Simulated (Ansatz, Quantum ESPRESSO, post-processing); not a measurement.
# 1T-SiSTe, 1 layer in an electric field, part 5 of 6

How does 1T-SiSTe, 1 layer respond to a gate-like field without added charge?

Quantum ESPRESSO 7.5; plane-wave DFT, RPBE, GBRV ultrasoft pseudopotentials made under PBE; geometry and cross-check by Ansatz 0.2.0 with PAW datasets.

So far. Step 13 (Bands along a path: field -0.2 V/Å): By band count these two levels touch or overlap: there is no gap, and they are no band edges. Step 13 (Bands along a path: field -0.2 V/Å): Upper empty bands that drop with the field can be states of the vacuum, held by the sawtooth; they depend on the cell's width.

## Step 14: Valence density

plot_num = 0 writes the valence density.

The input, f0.rho.in:

```
&inputpp
  prefix = 'f0'
  outdir = './out'
  filplot = 'f0.rho.dat'
  plot_num = 0
/
```

Run with:

```bash
> OMP_NUM_THREADS=1 mpirun -n 4 pp.x -in f0.rho.in > f0.rho.out
```

Numbers of over 12 decimals in the logs are rounded to 6 here.

Output:

```text
[banner, memory and clock lines left out]
Program POST-PROC v.7.5 starts

          URL

     ./out/f0.save/

     IMPORTANT: XC functional enforced from input :
     Exchange-correlation= RPBE
                           (   1   4  44   4   0   0   0)
     Any further DFT definition will be discarded
     Please, verify this is what you really want

     negative rho (up, down):  3.576E-04 0.000E+00

     Adding external electric field

     Computed dipole along edir(3) :
        Dipole               -0.0785 Ry au,         -0.1995 Debye
        Dipole field         -0.0007 Ry au,

        Potential amp.        0.0493 Ry
        Total length         35.0215 bohr

     Calling punch_plot, plot_num =   0
     Writing data to file  f0.rho.dat
     Message from routine chdens:
     namelist plot not found or invalid, exiting

Note: The following floating-point exceptions are signalling: IEEE_UNDERFLOW_FLAG
Note: The following floating-point exceptions are signalling: IEEE_UNDERFLOW_FLAG
Note: The following floating-point exceptions are signalling: IEEE_UNDERFLOW_FLAG
```

The job ended after 1 s (4 MPI ranks of Arm Neoverse V2, shared host; peak memory 0.11 GiB; 3.7 s of CPU time).

This step gave:

```
electrons by integration : 16.00 e
```

Mean over planes. The valence density, planar mean by z:

z (Å), valence density, planar mean (e/Å³) and a bar:
```
        4      0.000 
        5      0.000 
        6      0.007 #
        7      0.105 ########
        8      0.251 ###################
        9      0.298 ######################
       10      0.245 ##################
       11      0.401 ##############################
       12      0.154 ###########
       13      0.007 #
       14      0.000 
       15      0.000
```

Valence density in the ca plane at fractional y = 0.333, with atoms of Te within 0.2 Å of it. It is the smooth field of the valence electrons, not physical close to the nuclei.

Ten even steps from '0' (0.00 e/Å³) to '9' (0.58 e/Å³), each cell a mean:
```
00000000000024788864323321100000000000000000
00000000000137854775211110000000000000000000
00000000000148633585210000000000000000000000
00000000000147733685211000000000000000000000
00000000000025877874222211000000000000000000
00000000000012566654344543100000000000000000
00000000000001233334467875210000000000000000
00000000000001122334468986210000000000000000
00000000000001344444456664200000000000000000
```
Columns run along c (16.0 Å, from fractional 0.13 to 0.96 of the cell), rows up along a (3.5 Å). Atoms in or near the plane, at fractional coordinates: Te at (0.42, 0.67).

The density integrates to 16.000 electrons, as the 16 of the input ask.

## Step 15: Valence density

The input, f2.rho.in:

```
&inputpp
  prefix = 'f2'
  outdir = './out'
  filplot = 'f2.rho.dat'
  plot_num = 0
/
```

Run with:

```bash
> OMP_NUM_THREADS=1 mpirun -n 4 pp.x -in f2.rho.in > f2.rho.out
```

It took 1 s on 4 MPI ranks; peak memory 0.11 GiB; 3.7 s of CPU time.

## Step 16: Charge moved by a field of 0.2 V/Å

Read from the output:

```
largest charge moved across a plane : 0.001155 e/Å²
dipole step                         : -1.073 eV
```

Planar mean against z:

z (Å), planar mean (e/Å³) and a bar from the least value:
```
      1.5    0.00000 ###############
      2.0    0.00000 ###############
      2.5    0.00000 ###############
      3.0    0.00000 ###############
      3.5    0.00000 ###############
      4.0    0.00001 ###############
      4.5    0.00002 ###############
      5.0    0.00005 ################
      5.5    0.00012 ##################
      6.0    0.00028 #####################
      6.5    0.00058 ###########################
      7.0    0.00071 ##############################
      7.5    0.00026 #####################
      8.0    0.00012 ##################
      8.5    0.00015 ##################
      9.0   -0.00007 ##############
      9.5   -0.00025 ##########
     10.0    0.00012 ##################
     10.5    0.00007 #################
     11.0   -0.00021 ###########
     11.5   -0.00033 ########
     12.0   -0.00071 
     12.5   -0.00054 ####
     13.0   -0.00024 ##########
     13.5   -0.00009 #############
     14.0   -0.00003 ##############
     14.5   -0.00001 ###############
     15.0    0.00000 ###############
     15.5    0.00000 ###############
     16.0    0.00000 ###############
     16.5    0.00000 ###############
     17.0    0.00000 ###############
```

Running integral, electrons below z against z:

| z (Å) | running integral, electrons below z (e/Å²) |
| --- | --- |
| 2.0 | 4.4e-8 |
| 2.5 | 1.3e-7 |
| 3.0 | 3.8e-7 |
| 3.5 | 1.1e-6 |
| 4.0 | 3.4e-6 |
| 4.5 | 9.9e-6 |
| 5.0 | 2.8e-5 |
| 5.5 | 7.2e-5 |
| 6.0 | 1.7e-4 |
| 6.5 | 4.0e-4 |
| 7.0 | 7.5e-4 |
| 7.5 | 9.8e-4 |
| 8.0 | 0.00105 |
| 8.5 | 0.00112 |
| 9.0 | 0.00115 |
| 9.5 | 0.00103 |
| 10.0 | 0.00101 |
| 10.5 | 0.00109 |
| 11.0 | 0.00103 |
| 11.5 | 9.0e-4 |
| 12.0 | 6.1e-4 |
| 12.5 | 2.9e-4 |
| 13.0 | 1.1e-4 |
| 13.5 | 4.0e-5 |
| 14.0 | 1.3e-5 |
| 14.5 | 4.0e-6 |
| 15.0 | 1.2e-6 |
| 15.5 | 3.4e-7 |
| 16.0 | 9.5e-8 |

## Step 17: Polarisability from the dipole between 0 and 0.1 V/A

This step gave:

| Property | Result |
| --- | --- |
| change of slope in the vacuum | 0.10000 eV/Å |
| polarisability a cell | 4.578 Å³ |
| sheet polarisability 4πα/A | 5.344 Å |

Table of change of the potential energy, second field less first by z:

| z (Å) | change of the potential energy, second field less first (eV) |
| --- | --- |
| 0.0 | -0.327 |
| 0.5 | -0.626 |
| 1.0 | -0.576 |
| 1.5 | -0.526 |
| 2.0 | -0.476 |
| 2.5 | -0.426 |
| 3.0 | -0.376 |
| 3.5 | -0.326 |
| 4.0 | -0.276 |
| 4.5 | -0.226 |
| 5.0 | -0.177 |
| 5.5 | -0.129 |
| 6.0 | -0.0832 |
| 6.5 | -0.0444 |
| 7.0 | -0.0183 |
| 7.5 | -0.00693 |
| 8.0 | -0.00254 |
| 8.5 | -9.7e-4 |
| 9.0 | -0.00227 |
| 9.5 | -0.00211 |
| 10.0 | 0.00244 |
| 10.5 | 0.00524 |
| 11.0 | 0.00678 |
| 11.5 | 0.0125 |
| 12.0 | 0.0264 |
| 12.5 | 0.0549 |
| 13.0 | 0.0954 |
| 13.5 | 0.142 |
| 14.0 | 0.191 |
| 14.5 | 0.240 |
| 15.0 | 0.290 |
| 15.5 | 0.340 |
| 16.0 | 0.390 |
| 16.5 | 0.440 |
| 17.0 | 0.490 |
| 17.5 | 0.540 |
| 18.0 | 0.590 |
| 18.5 | 0.640 |
| 19.0 | 0.194 |

## Step 18: Dipole against field

Dipole along the normal, dipole moment against applied field:

```
applied field (V/Å)  dipole along the normal, dipole moment (e·Å)
             -0.200                                        -0.105
              0.000                                       -0.0415
              0.100                                      -0.00974
              0.200                                        0.0223
```

## Step 19: Cross-check with Ansatz: field 0.1 V/Å

A second code with its own PAW datasets, on the same atoms.

Level of this step: plane-wave DFT, PBE, Ansatz PAW (Ansatz 0.2.0).

The input, input.yaml:

```yaml
crystal:
  lattice:
    - [3.5257643436, 0.0, 0.0]
    - [-1.7628821718, 3.0534014893, 0.0]
    - [0.0, 0.0, 19.3047788486]
  atoms:
    - { symbol: Te, position: [0.6666666667, 0.3333333333, 0.4217721517] }
    - { symbol: Si, position: [0.0, 0.0, 0.5135170522] }
    - { symbol: S, position: [0.3333333333, 0.6666666667, 0.5780734062] }
kpoints:
  mp_grid: { grid: [12, 12, 1] }
hamiltonian:
  xc: pbe
scf:
  occupations: { method: fermi_dirac, width: 0.054 }
  convergence: { dr2_threshold: 1.0e-09 }
efield:
  axis: 3
  dipole_correction: true
  ramp_position: 0.97
  ramp_width: 0.04
  amplitude: 0.1
output:
  write_potential: true
  write_density: true
  volumetric_format: npy
```

Run with:

```bash
> ansatz run input.yaml --threads 4 --pin off --max-ram 8192MiB --backend cpu --events-out ev --progress --plain --runs-dir out
```

Output:

```text
[...]
Crystal: 3 atoms, lattice volume = 207.827 Å³
Basis set: ecut = 420 eV, 4031 PW (Γ)
Bands: 17, of which v1, the nominal top of the filled ones, is band 13 counted from 1 (12 counted from 0)
Symmetry: 6 space group operations
[...]
k-points: 19 of 144 (time reversal used)
[...]
SCF iter   1: F=—  HF=-8518.358685 eV  |F-HF|=—  |Δ(HF+E_count)|=         —  Δρ=1.71e-2  dr2=1.01e0  ethr=3.10e-3  p=0.032 e·Å  D=2.80e-2 V/Å  ΔV_dip=-0.54 eV  dr2_dipole=1.15e-1  V_vac-E_F(+/−)=6.02/4.78 eV  ⟨swp⟩=8.8  Hψ=2259  notcnv=0
[...]
SCF iter  10: F=-8518.175493 eV  HF=-8518.175493 eV  |F-HF|=9.82e-11  |Δ(HF+E_count)|=   1.74e-9  Δρ=1.74e-7  dr2=6.22e-11  ethr=3.85e-12  p=-0.009 e·Å  D=-7.75e-3 V/Å  ΔV_dip=0.15 eV  dr2_dipole=8.21e-12  V_vac-E_F(+/−)=5.69/3.76 eV  ⟨swp⟩=4.4  Hψ=1054  notcnv=0
SCF 1 converged in 10 iterations: F = -8518.175493 eV  dr2 = 6.22e-11
[...]
WARN: The output density's exchange-correlation potential varies sharply where the density is thin. Do not read a vacuum level from v_tot or v_xc, or from such a field of the output density. On a cell that repeats whose density bears no net charge and no dipole along the vacuum's axis use v_es (v_loc + v_h of the components); under efield.dipole_correction with no amplitude use v_es + v_field, which holds any externa [...]
SCF converged after 10 iterations
Free energy (F): -8518.175493 eV
[...]
Internal energy: -8518.164158 eV  (E = F + TS)
E sigma→0 (E₀):  -8518.169825 eV
Entropy (-TS):   -0.011335 eV (-3.778 meV/atom)
Fermi energy:    -0.412267 eV
Dipole field:    D = -0.007750 V/Å  (p = -0.008901 e·Å, saw-weighted, corrected)
Work function:   not extracted (applied field tilts the vacuum); planar V_es + V_field profile in the machine report
[...]
--- Band table (eV; the first three rows and the last of 19) ---
  k-point 0: bands = [... 9 lower, -2.8607, -2.8607, 0.0918, 0.0918, 0.4803, 2.7729, 3.0519, 3.0519]
  k-point 1: bands = [... 9 lower, -3.0103, -2.8921, -0.6905, 0.0178, 0.9667, 2.7319, 3.0637, 3.1800]
  k-point 2: bands = [... 9 lower, -3.3626, -2.7899, -2.0309, -0.2310, 1.1237, 2.6385, 3.5238, 3.5614]
  k-point 18: bands = [... 9 lower, -5.5234, -5.4916, -2.8366, -2.1963, 0.1441, 3.3826, 4.2614, 4.5450]
```

It took 2.5 s on 4 threads; peak memory 0.43 GiB.

Numbers from this step:

| Item | Value |
| --- | --- |
| free energy | -8518.1755 eV |
| energy at zero smearing | -8518.1698 eV |
| smearing term TS | 0.01134 eV |
| Fermi energy | -0.4123 eV |
| dipole along the normal | -0.008901 e·Å |

At 0.1 V/Å Ansatz's dipole is -0.0089 e Å against -0.0097 from pw.x, under another functional.

## Step 20: The same in Ansatz: field -0.1 V/Å

input.yaml, as its differences from the input of step 19:

```diff
@@ -21,3 +21,3 @@
   ramp_width: 0.04
-  amplitude: 0.1
+  amplitude: -0.1
 output:
```

Output:

```text
[...]
Crystal: 3 atoms, lattice volume = 207.827 Å³
Basis set: ecut = 420 eV, 4031 PW (Γ)
Bands: 17, of which v1, the nominal top of the filled ones, is band 13 counted from 1 (12 counted from 0)
Symmetry: 6 space group operations
[...]
k-points: 19 of 144 (time reversal used)
[...]
--- Band table (eV; the first three rows and the last of 19) ---
  k-point 0: bands = [... 9 lower, -2.8721, -2.8721, 0.0993, 0.0993, 0.4761, 2.9215, 3.0523, 3.0523]
  k-point 1: bands = [... 9 lower, -3.0212, -2.8941, -0.6827, 0.0252, 0.9644, 2.7564, 3.1801, 3.2314]
  k-point 2: bands = [... 9 lower, -3.3727, -2.7909, -2.0242, -0.2240, 1.1232, 2.6754, 3.5612, 3.6968]
  k-point 18: bands = [... 9 lower, -5.5257, -5.4909, -2.8461, -2.1822, 0.1495, 3.3959, 4.2550, 4.5503]
[key lines of the parts left out:]
SCF converged after 9 iterations
Free energy (F): -8518.183655 eV
Fermi energy:    -0.410332 eV
Dipole field:    D = -0.063307 V/Å  (p = -0.072709 e·Å, saw-weighted, corrected)
```

Wall time 2.3 s (4 threads); peak memory 0.44 GiB.

Read from the output:

```
free energy             : -8518.1837 eV
energy at zero smearing : -8518.1780 eV
smearing term TS        : 0.01125 eV
Fermi energy            : -0.4103 eV
dipole along the normal : -0.07271 e·Å
```

## Step 21: Dipole against field, Ansatz

Table of dipole along the normal, dipole moment by applied field:

```
applied field (V/Å)  dipole along the normal, dipole moment (e·Å)
            -0.1000                                       -0.0727
             0.0000                                       -0.0408
             0.1000                                      -0.00890
```

(Continued in part 6 of 6.)

[Logs are printed without paths, hosts, clocks, repeated set-up lines and the standing remarks that a program may print on its own settings, such as how far it seeks lower states.]

[Hosts, paths, dates, database ids (printed as entryN), source tags and the programs' standing remarks are cut or masked in the printed files.]

[Maps of the electrostatic potential energy from Ansatz leave out the sawtooth potential of an applied field or a dipole correction, so their vacuum need not be flat; planar profiles and work functions include it.]
